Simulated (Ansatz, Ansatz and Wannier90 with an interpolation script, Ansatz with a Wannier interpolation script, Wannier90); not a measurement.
Planning a run of Wannier90 4.0.3 on AlN (P6_3mc). The input:

```
num_iter = 1200
conv_tol = 1.0e-8
conv_window = 5
dis_num_iter = 4000
dis_conv_tol = 1.0e-8
dis_mix_ratio = 0.7
write_hr = true
use_ws_distance = false
num_print_cycles = 50
! ansatz wannier90 interface
! projections by site (counted from 0) and shell: 0 3S, 1 3S, 0 3P, 1 3P, 2 2P, 3 2P
! states of the run's bands (counted from 1): 1-19
num_bands = 19
num_wann  = 14
dis_win_min = 0.74
dis_win_max = 24.23
dis_froz_min = 0.74
dis_froz_max = 14.6
guiding_centres = true

begin unit_cell_cart
Ang
        3.050739998906518  -2.8867447228434462e-11                      0.0
       -1.525369999428259        2.642018339408789                      0.0
                      0.0                      0.0             5.0328031121
end unit_cell_cart

begin atoms_frac
Al        0.3333333333333333       0.6666666666666666             0.0017348451
Al        0.6666666666666666       0.3333333333333333             0.5017348451
N         0.3333333333333333       0.6666666666666666             0.3782651549
N         0.6666666666666666       0.3333333333333333             0.8782651549
end atoms_frac

mp_grid = 12 12 8

[... the mesh's points ...]
```

The database entry behind the starting cell differs from later determinations by our own check (inner coordinate u about 0.002 short), so it need not match the best structure at ambient conditions.

```sh
OMP_NUM_THREADS=1 mpirun -n 8 wannier90.x w > wannier90.x.log
```

Q: How long will it take on 8 MPI ranks of Arm Neoverse V2, shared host, and how much memory?

It took 16 s; on shared hardware allow 7.8 s to 31 s.

[Paths, hosts, dates, memory and timing lines, banners, echoed tables and standing remarks are left out of the program output.]

[Logs are printed without paths, hosts, clocks, repeated set-up lines and the standing remarks that a program may print on its own settings, such as how far it seeks lower states.]

[Runs of the session that timed out or met a known fault of the program may be left out.]

[Hosts, paths, dates, database ids (printed as entryN), source tags and the programs' standing remarks are cut or masked in the printed files.]
